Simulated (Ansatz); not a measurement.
# From HSE06 to G0W0: LaGaO3 (Pnma)

Wanted: the gap of LaGaO3 (Pnma) with a many-body correction, and the time that it takes.

Main program and level: Ansatz 0.2.0; HSE06, then G0W0 on it, plane waves, PAW.

In doubt: masses and optical values from hybrid runs of this build are listed as unsure (step 3), which bears on the screening that GW takes from such a start.

## Step 1: Set-up

It takes space group Pnma (No. 62, orthorhombic). Conventional cell: a = 5.486 Å, b = 7.764 Å, c = 5.514 Å, α = 90.00°, β = 90.00°, γ = 90.00°. Nearest to La lie 9 O at 2.40 to 2.95 Å. Ga has 6 O at 1.96 to 1.99 Å nearest. Nearest to O lie 2 Ga at 1.98 Å and 3 La at 2.40 to 2.95 Å. O has 2 Ga at 1.96 to 1.99 Å and 3 La at 2.43 to 2.78 Å nearest. Farther neighbours and most contacts between anions are not listed.

The cell and positions come from the Crystallography Open Database and are kept as given unless a step says otherwise. Spin-orbit coupling is left out unless a step names it. The default PAW set here is soft_2. Its files were made with PBE.

## Step 2: The starting point: HSE06

HSE06 mixes in a quarter of exact exchange at short range.

This step: DFT, HSE06, plane waves, PAW.

File input.yaml:

```yaml
crystal:
  lattice:
    - [5.48589, 0.0, 0.0]
    - [0.0, 7.76421, 0.0]
    - [0.0, 0.0, 5.51395]
  atoms:
    - { symbol: La, position: [0.98, 0.25, 0.005] }
    - { symbol: La, position: [0.02, 0.75, 0.995] }
    - { symbol: La, position: [0.52, 0.75, 0.505] }
    - { symbol: La, position: [0.48, 0.25, 0.495] }
    - { symbol: Ga, position: [0.0, 0.0, 0.5] }
    - { symbol: Ga, position: [0.0, 0.5, 0.5] }
    - { symbol: Ga, position: [0.5, 0.0, 0.0] }
    - { symbol: Ga, position: [0.5, 0.5, 0.0] }
    - { symbol: O, position: [0.513, 0.25, 0.929] }
    - { symbol: O, position: [0.487, 0.75, 0.071] }
    - { symbol: O, position: [0.987, 0.75, 0.429] }
    - { symbol: O, position: [0.013, 0.25, 0.571] }
    - { symbol: O, position: [0.723, 0.0367, 0.281] }
    - { symbol: O, position: [0.277, 0.5367, 0.719] }
    - { symbol: O, position: [0.777, 0.9633, 0.781] }
    - { symbol: O, position: [0.223, 0.4633, 0.219] }
    - { symbol: O, position: [0.277, 0.9633, 0.719] }
    - { symbol: O, position: [0.723, 0.4633, 0.281] }
    - { symbol: O, position: [0.223, 0.0367, 0.219] }
    - { symbol: O, position: [0.777, 0.5367, 0.781] }
kpoints:
  mp_grid: { grid: [4, 2, 4] }
  band_path:
    path:
      - [0.0, 0.0, 0.0]
      - [0.5, 0.0, 0.0]
      - [0.5, 0.5, 0.0]
      - [0.0, 0.5, 0.0]
      - [0.0, 0.0, 0.5]
      - [0.5, 0.0, 0.5]
      - [0.5, 0.5, 0.5]
      - [0.0, 0.5, 0.5]
    npoints: 1
hamiltonian:
  xc: hse06
scf:
  occupations: { method: fixed }
  n_extra_bands: 10
output:
  eigenvalues: true
```

On the command line:

```sh
$ ansatz run input.yaml --threads 16 --pin off --max-ram 92160MiB --backend cuda --events-out ev --progress --plain --runs-dir out --devices 1 --max-vram 157GiB
```

Numbers of over 12 decimals in the logs are rounded to 6 here.

The program printed:

```text
scf.n_extra_bands = 10 over 84 filled bands (N_el = 168.0): the run solves 94 bands
GPUs: using 1 of 1 available (devices: 1).
Engine: ansatz 0.2.0, aarch64-unknown-linux-gnu
Pseudopotentials: kind: paw
Pseudopotential: La, paw, valence charge 11, recommended cutoff 420 eV (normal), La.paw.azcp
Pseudopotential: Ga, paw, valence charge 13, recommended cutoff 420 eV (normal), Ga.paw.azcp
Pseudopotential: O, paw, valence charge 6, recommended cutoff 420 eV (normal), O.paw.azcp
Functional definition: HSE06
  parameter a = 0.25
  parameter omega = 0.11/bohr
  exchange = pbe_x - a*pbe_x_sr(omega) + a*exact_x_sr(omega)
  correlation = pbe_c
davidson cushion auto → on  (no smearing: the cushion is to keep the highest requested band from converging to the state above it; pin scf.eigensolver.cushion to override)
concurrent solve slots: 9 of 16 are kept, ahead of what memory takes: no pass of the eigensolver takes more rounds on 9
[...]
Crystal: 20 atoms, lattice volume = 234.859 Å³
Basis set: ecut = 420 eV, 4557 PW (Γ)
Bands: 94, of which v1, the nominal top of the filled ones, is band 84 counted from 1 (83 counted from 0)
Symmetry: 8 space group operations
Space group: Pnma (ITA 62), of the structure as read, at distance tolerance 6.2e-5 Å
k-points: 18 of 32
Non-local potential: La, projectors of the file, l = 0: 3, l = 1: 2, l = 2: 2, l = 3: 3
Non-local potential: Ga, projectors of the file, l = 0: 2, l = 1: 2, l = 2: 3, l = 3: 1
Non-local potential: O, projectors of the file, l = 0: 2, l = 1: 2, l = 2: 1
PAW form: soft (Blöchl's): semilocal exchange-correlation on the pseudo side does not see the compensation charge
PAW frozen core: La, regenerated for the run's functional, and the local potential with it (the file was generated under x = pbe(κ = 0.804, μ = 0.219515), c = pbe(β = 0.066725))
PAW frozen core: Ga, regenerated for the run's functional, and the local potential with it (the file was generated under x = pbe(κ = 0.804, μ = 0.219515), c = pbe(β = 0.066725))
PAW frozen core: O, regenerated for the run's functional, and the local potential with it (the file was generated under x = pbe(κ = 0.804, μ = 0.219515), c = pbe(β = 0.066725))
PAW one-centre angular grid: La, 590 points (default); XC on 64 Gauss nodes
PAW one-centre angular grid: Ga, 590 points (default); XC on 64 Gauss nodes
PAW one-centre angular grid: O, 110 points (default); XC on 96 Gauss nodes
Initial density: superposition of atomic densities (neutral atoms: chi_scale 0, normalization atom), corrected by the library's trained network
Initial wavefunctions: pseudopotential atomic-orbital guess
[...]
Functional: x = pbe(κ = 0.804, μ = 0.219515), c = pbe(β = 0.066725), warm-up for x = pbe(κ = 0.804, μ = 0.219515) + 0.25 (exact − pbe) at short range (hse, ω = 0.207870 Å⁻¹), c = pbe(β = 0.066725); HSE06 as pw.x's `hse` composes it (authors' and Libxc's form: `xc: wpbeh`)
SCF iter   1: F=—  HF=-46964.823576 eV  |F-HF|=—  |Δ(HF+E_count)|=         —  Δρ=2.46e-3  dr2=4.53e-3  ethr=1.77e-3  ⟨swp⟩=5.0  Hψ=8269  notcnv=0
preconditioner: auto → none  [insulator: Δε(μ)=3.763 eV  Ē_g=14.486 eV  n_scr=66 (ndim 8)  ℏωp=31.4 eV  f_vac=0.000]
SCF iter   2: F=-46964.837152 eV  HF=-46964.836133 eV  |F-HF|=1.02e-3  |Δ(HF+E_count)|=   1.26e-2  Δρ=1.21e-3  dr2=1.02e-3  ethr=2.70e-6  ⟨swp⟩=6.6  Hψ=7387  notcnv=0  defer=11
SCF 1 stopped early in 2 iterations: F = -46964.837152 eV  dr2 = 1.02e-3
  greatest PAW one-centre occupation: 0.998 electrons in one spin orbital (limit 2), on the Ga atom at site 6 (counted from 0), in its partial waves of l = 2
concurrent solve slots: 9 of 16 are kept, ahead of what memory takes: no pass of the eigensolver takes more rounds on 9
[...]
hybrid outer 1: dexx = +1.395e-1 eV, tail = 5.89e-4 eV
[...]
SCF 3 converged in 5 iterations: F = -46983.869669 eV  dr2 = 4.12e-8
[...]
hybrid outer 2: dexx = +1.092e-5 eV, tail = 2.21e-7 eV, Δε = 6.19e-3 eV (about 1.62e-4 eV left of the loop's levels)
[...]
Stability not checked: this state was not tested for a lower state beside it, because the functional holds exact exchange (a hybrid, or Hartree-Fock), whose exchange loop this test does not read (fock_operator; see scf.lower_state_search)
Free energy (F): -46983.869668 eV
Frozen-core exchange: fock
Harris-Foulkes:  -46983.869668 eV  (|F-HF|=2.96e-8)
Internal energy: -46983.869668 eV  (E = F + TS)
E sigma→0 (E₀):  -46983.869668 eV
Fermi energy:    10.156940 eV
--- Per-component energies (eV) ---
  E_band       = -64.204020
  E_kinetic    = 3364.970809
  E_local      = -11803.770489  (includes V_loc(G=0)·N_el)
  E_nonlocal   = 2683.002013
  E_hartree    = 5214.643774
  E_xc         = -1387.064857
  E_vxc        = -1565.673485  (∫ρ·V_xc dr)
  E_exx        = -518.288525  (= α·E_x^exact, valence–valence)
  E_paw        = -31408.690775  (= ΣΔE_a)
  E_vpaw       = -2135.469291  (= ΣTr[D̂ρ^β])
  E_aug_tail   = 0.028838  (compensation charges beyond the density's cutoff)
  E_ewald      = -13128.149273
  E_core_change = -0.551184  (= ΣΔE_core)
  E_smearing   = -0.000000  (= −TS)
  E_closure    = -0.000000  (closes the sum)
  Σ components = -46983.869668   (vs F -46983.869668, Δ=0.00e0)
--- Band table (eV; the first three rows and the last of 18) ---
  k-point 0: bands = ["-21.6772", "-21.5956", "-21.5171", "-21.4580", "-9.5649", "-9.0899", "-8.7121", "-8.5484", "-8.5124", "-8.3416", "-8.1290", "-8.0839", "-8.0621", "-8.0172", "-7.8558", "-7.8185", "-4.9049", "-4.8569", "-4.8086", "-4.5775", "-4.5666", "-4.5620", "-4.5064", "-4.4013", "-4.4006", "-4.2610", "-4.2405", "-4.2339", "-4.2261", "-4.2063", "-4.1933", "-4.1879", "-4.1851", "-4.0715", "-4.0271", "-4.0189" [...]
  k-point 1: bands = ["-21.6528", "-21.5755", "-21.5385", "-21.4771", "-9.4017", "-9.1981", "-9.0901", "-8.4981", "-8.4171", "-8.3061", "-8.2730", "-8.1479", "-7.9856", "-7.9803", "-7.9356", "-7.8784", "-4.7916", "-4.7600", "-4.5781", "-4.5417", "-4.5307", "-4.5078", "-4.4574", "-4.4029", "-4.3383", "-4.2809", "-4.2772", "-4.2516", "-4.2436", "-4.2338", "-4.2193", "-4.2172", "-4.1948", "-4.0653", "-4.0385", "-4.0205" [...]
  k-point 2: bands = ["-21.5956", "-21.5956", "-21.5243", "-21.5243", "-9.2854", "-9.2854", "-8.9614", "-8.9614", "-8.4160", "-8.4160", "-8.1884", "-8.1884", "-7.9519", "-7.9519", "-7.9282", "-7.9282", "-4.6405", "-4.6405", "-4.5994", "-4.5994", "-4.4403", "-4.4403", "-4.3636", "-4.3636", "-4.2694", "-4.2694", "-4.2609", "-4.2609", "-4.2512", "-4.2512", "-4.2105", "-4.2105", "-4.0716", "-4.0716", "-4.0196", "-4.0196" [...]
  k-point 17: bands = ["-21.5570", "-21.5570", "-21.5570", "-21.5570", "-9.2776", "-9.2776", "-9.2776", "-9.2776", "-8.2818", "-8.2818", "-8.2818", "-8.2818", "-7.9222", "-7.9222", "-7.9222", "-7.9222", "-4.5427", "-4.5427", "-4.5427", "-4.5427", "-4.3539", "-4.3539", "-4.3539", "-4.3539", "-4.3025", "-4.3025", "-4.3025", "-4.3025", "-4.2082", "-4.2082", "-4.2082", "-4.2082", "-3.9293", "-3.9293", "-3.9293", "-3.9293 [...]
```

It took 25 s on 1 × NVIDIA GB200 with 16 threads of Arm Neoverse V2, shared host; peak memory 2.5 GiB.

Numbers from this step:

- gap: 5.535 eV
- valence top at: U
- conduction bottom at: Γ
- least direct gap: 5.606 eV
- exact-exchange fraction: 0.25

Over mesh and listed points the gap is 5.535 eV, from k = (0.500, 0.000, 0.500) to k = Γ. The least direct gap found is 5.606 eV, at k = Γ.

## Step 3: One-shot GW

G0W0 replaces the xc potential by a self-energy built once from the orbitals of the start. Levels are corrected in the window of bands that the input names, at points of the mesh.

This step: G0W0 on HSE06, plane waves, PAW.

input.yaml: that of step 2 with these lines changed.

```diff
@@ -28,19 +28,12 @@
   mp_grid: { grid: [4, 2, 4] }
-  band_path:
-    path:
-      - [0.0, 0.0, 0.0]
-      - [0.5, 0.0, 0.0]
-      - [0.5, 0.5, 0.0]
-      - [0.0, 0.5, 0.0]
-      - [0.0, 0.0, 0.5]
-      - [0.5, 0.0, 0.5]
-      - [0.5, 0.5, 0.5]
-      - [0.0, 0.5, 0.5]
-    npoints: 1
 hamiltonian:
   xc: hse06
+  pseudopotentials: { kind: paw, source: ansatz }
 scf:
   occupations: { method: fixed }
-  n_extra_bands: 10
-output:
-  eigenvalues: true
+gw:
+  n_empty_bands: 1508
+  ecut_chi: 200.0
+  qp_bands: [v4, c4]
+  qp_kpoints: band_edges
+  screening: { model: contour_deformation }
```

The program printed:

```text
GPUs: using 1 of 1 available (devices: 1).
[...]
Crystal: 20 atoms, lattice volume = 234.859 Å³
Basis set: ecut = 1020 eV, 17373 PW (Γ)
Bands: 120, of which v1, the nominal top of the filled ones, is band 100 counted from 1 (99 counted from 0)
Symmetry: 8 space group operations
[...]
k-points: 18 of 32
[...]
SCF iter   1: F=—  HF=-65607.280007 eV  |F-HF|=—  |Δ(HF+E_count)|=         —  Δρ=9.52e-2  dr2=1.33e1  ethr=1.00e-1  ⟨swp⟩=3.4  Hψ=6405  notcnv=0
[...]
SCF iter   2: F=—  HF=-65605.495880 eV  |F-HF|=—  |Δ(HF+E_count)|=    1.78e0  Δρ=5.25e-2  dr2=4.29e0  ethr=6.64e-3  ⟨swp⟩=4.3  Hψ=7430  notcnv=0
[...]
SCF iter   6: F=-65604.548684 eV  HF=-65604.548806 eV  |F-HF|=1.22e-4  |Δ(HF+E_count)|=   3.38e-4  Δρ=5.60e-4  dr2=3.58e-4  ethr=1.72e-6  ⟨swp⟩=4.0  Hψ=6522  notcnv=0
SCF 1 stopped early in 6 iterations: F = -65604.548684 eV  dr2 = 3.58e-4
[...]
hybrid outer 1: dexx = +1.448e-1 eV, tail = 2.17e-4 eV
[...]
SCF 3 converged in 4 iterations: F = -65623.792352 eV  dr2 = 1.04e-8
[...]
10   104     18.0560   -12.0778    -5.3912   -18.7062  0.8317    19.3049    19.2932  root
    11    97     10.4922   -26.7103     3.8606   -22.6574  0.7952    10.2997    10.3000  root
    11    98     10.4922   -26.7103     3.8606   -22.6574  0.7952    10.2997    10.3000  root
    11    99     10.5977   -26.2826     3.8492   -22.2316  0.7950    10.3957    10.3960  root
    11   100     10.5977   -26.2826     3.8492   -22.2316  0.7950    10.3957    10.3960  root
    11   101     18.0372   -11.5696    -5.4506   -18.2410  0.8330    19.2695    19.2579  root
    11   102     18.0372   -11.5696    -5.4506   -18.2410  0.8330    19.2695    19.2579  root
    11   103     18.1869   -12.9560    -5.8774   -20.4069  0.8258    19.7820    19.7604  root
    11   104     18.1869   -12.9560    -5.8774   -20.4069  0.8258    19.7820    19.7604  root
    12    97     10.2286   -26.6378     3.8872   -22.5396  0.7948    10.0173    10.0176  root
    12    98     10.2286   -26.6378     3.8872   -22.5396  0.7948    10.0173    10.0176  root
    12    99     10.5936   -26.3368     3.8442   -22.2981  0.7948    10.3989    10.3993  root
    12   100     10.5936   -26.3368     3.8442   -22.2981  0.7948    10.3989    10.3993  root
    12   101     17.8716   -11.2544    -5.1413   -17.4464  0.8348    18.9303    18.9224  root
    12   102     17.8716   -11.2544    -5.1413   -17.4464  0.8348    18.9303    18.9224  root
    12   103     18.2148   -12.7018    -5.7961   -20.0107  0.8277    19.7472    19.7277  root
    12   104     18.2148   -12.7018    -5.7961   -20.0107  0.8277    19.7472    19.7277  root
    13    97     10.3812   -27.7228     3.8049   -23.7084  0.7989    10.1714    10.1717  root
    13    98     10.3812   -27.7228     3.8049   -23.7084  0.7989    10.1714    10.1717  root
    13    99     10.5745   -26.2393     3.9046   -22.1388  0.7938    10.3783    10.3786  root
    13   100     10.5745   -26.2393     3.9046   -22.1388  0.7938    10.3783    10.3786  root
    13   101     18.0907   -11.5901    -5.3247   -18.0650  0.8325    19.2511    19.2410  root
    13   102     18.0907   -11.5901    -5.3247   -18.0650  0.8325    19.2511    19.2410  root
    13   103     18.3295   -14.0264    -6.1447   -21.9754  0.8215    20.1640    20.1337  root
    13   104     18.3295   -14.0264    -6.1447   -21.9754  0.8215    20.1640    20.1337  root
    14    97     10.5177   -28.1696     3.7863   -24.1786  0.8002    10.3127    10.3131  root
    14    98     10.5177   -28.1696     3.7863   -24.1786  0.8002    10.3127    10.3131  root
    14    99     10.7497   -26.3245     3.8882   -22.2457  0.7942    10.5589    10.5593  root
    14   100     10.7497   -26.3245     3.8882   -22.2457  0.7942    10.5589    10.5593  root
    14   101     18.4119   -13.3702    -5.8906   -20.8525  0.8217    20.0264    20.0035  root
    14   102     18.4119   -13.3702    -5.8906   -20.8525  0.8217    20.0264    20.0035  root
    14   103     18.5147   -17.0906    -7.3632   -27.0717  0.8062    21.2151    21.1326  root
    14   104     18.5147   -17.0906    -7.3632   -27.0717  0.8062    21.2151    21.1326  root
    15    97     10.4373   -26.1527     3.8471   -22.0966  0.7946    10.2279    10.2282  root
    15    98     10.4373   -26.1527     3.8471   -22.0966  0.7946    10.2279    10.2282  root
    15    99     10.4373   -26.1527     3.8471   -22.0966  0.7946    10.2279    10.2282  root
    15   100     10.4373   -26.1527     3.8471   -22.0966  0.7946    10.2279    10.2282  root
    15   101     18.0655   -12.2516    -5.6051   -19.2227  0.8298    19.4465    19.4314  root
    15   102     18.0655   -12.2516    -5.6051   -19.2227  0.8298    19.4465    19.4314  root
    15   103     18.0655   -12.2516    -5.6051   -19.2227  0.8298    19.4465    19.4314  root
[...]
16   101     18.2008   -13.3602    -5.9812   -21.0020  0.8241    19.8860    19.8614  root
    16   102     18.2008   -13.3602    -5.9812   -21.0020  0.8241    19.8860    19.8614  root
    16   103     18.2008   -13.3602    -5.9812   -21.0020  0.8241    19.8860    19.8614  root
    16   104     18.2008   -13.3602    -5.9812   -21.0020  0.8241    19.8860    19.8614  root
    17    97     10.4607   -26.2206     3.8858   -22.1307  0.7943    10.2561    10.2565  root
    17    98     10.4607   -26.2206     3.8858   -22.1307  0.7943    10.2561    10.2565  root
    17    99     10.4607   -26.2206     3.8858   -22.1307  0.7943    10.2561    10.2565  root
    17   100     10.4607   -26.2206     3.8858   -22.1307  0.7943    10.2561    10.2565  root
    17   101     18.3436   -14.5721    -6.4000   -22.9415  0.8177    20.3514    20.3129  root
    17   102     18.3436   -14.5721    -6.4000   -22.9415  0.8177    20.3514    20.3129  root
    17   103     18.3436   -14.5721    -6.4000   -22.9415  0.8177    20.3514    20.3129  root
    17   104     18.3436   -14.5721    -6.4000   -22.9415  0.8177    20.3514    20.3129  root
```

Wall time 13 min (1 × NVIDIA GB200 with 16 threads); peak memory 18 GiB.

This step gave:

- bands summed: 1608
- RPA ε∞ on this mesh (eigenvalues): 3.792, 3.803, 3.892
- plane waves in the screening matrix: 1489
- q-points in the mesh: 32
- G0W0 gap over the corrected points: 6.331 eV
- k of the valence top: -0.5, 0, -0.5
- k of the conduction bottom: 0, 0, 0
- starting gap on the mesh: 5.557 eV
- Z at the valence top: 0.7942
- Z at the conduction bottom: 0.8459
- least direct G0W0 gap over the corrected points: 6.396 eV

Over all 18 irreducible mesh points the G0W0 gap is 6.331 eV, from k = (-0.500, 0.000, -0.500) to k = Γ. The HSE06 gap of this run on the mesh is 5.557 eV. The two states that bound the G0W0 gap lie that far apart at the start, so the correction of the gap is 6.331 − 5.557 = +0.774 eV. The start of this run differs from the step before in files (soft_2 PAW and hard PAW) and plane-wave cutoff (420 eV and 1020 eV).

Labels follow the order of the start: v1 is the top filled band, c1 the lowest empty one; levels that stay degenerate share a row, the window can cut a multiplet, doubted levels are not marked in this list, bands outside the window were not corrected, and the list may be a part of the corrected levels. The levels before and after the correction (eV, zero at the valence-band top of each column):

```csv
,conduction bottom,valence top
HSE06,5.56,0.00
G0W0,6.33,0.00
```

```csv
,level,occupation,energy (eV)
HSE06,Γ v3,2,-0.184
HSE06,Γ v2,2,-0.107
HSE06,Γ v1,2,-0.073
HSE06,Γ c1,0,5.557
HSE06,Γ c2,0,6.179
HSE06,Γ c3,0,6.589
HSE06,(-0.5 0 -0.5) v3,2,-0.232
HSE06,(-0.5 0 -0.5) v2-v1,2,0.000
HSE06,(-0.5 0 -0.5) c1-c2,0,7.662
HSE06,(-0.5 0 -0.5) c3,0,7.765
G0W0,Γ v3,2,-0.178
G0W0,Γ v2,2,-0.097
G0W0,Γ v1,2,-0.064
G0W0,Γ c1,0,6.331
G0W0,Γ c2,0,6.795
G0W0,Γ c3,0,7.464
G0W0,(-0.5 0 -0.5) v3,2,-0.246
G0W0,(-0.5 0 -0.5) v2-v1,2,0.000
G0W0,(-0.5 0 -0.5) c1-c2,0,9.444
G0W0,(-0.5 0 -0.5) c3,0,10.573
```

The parts of the quasiparticle energy for the two states that bound the G0W0 gap, in eV on the run's own scale (QP = start + Σx + Σc − Vxc, with Σc at the quasiparticle energy):

```csv
edge,k,band,start,Σx,Σc,Vxc,Z,QP
valence top,"(-0.500, 0.000, -0.500)",99,10.750,−26.325,3.888,−22.246,0.794,10.559
conduction bottom,Γ,101,16.306,−13.026,−3.997,−17.607,0.846,16.890
```

For a hybrid start, Vxc holds its share of exact exchange.

(Part 1 of 2 ends here.)

[Paths, hosts, dates, memory and timing lines, banners, echoed tables and standing remarks are left out of the program output.]

[Logs are printed without paths, hosts, clocks, repeated set-up lines and the standing remarks that a program may print on its own settings, such as how far it seeks lower states.]

[Runs of the session that timed out or met a known fault of the program may be left out.]

[Cells called generated may have been cut or substituted from an entry of the Crystallography Open Database or the Materials Project.]

[Hosts, paths, dates, database ids (printed as entryN), source tags and the programs' standing remarks are cut or masked in the printed files.]

[Where an RPA ε∞ is given, it is that of the G0W0 mesh and is not shown converged in it. Names of k-points follow the symmetry that the program found, which can be lower than the space group named. Band edges on a path are those of the sampled points; other points can move an edge, and change direct to indirect where valleys lie close.]

[Hybrid gaps are those of their k-mesh and are not shown converged in it.]
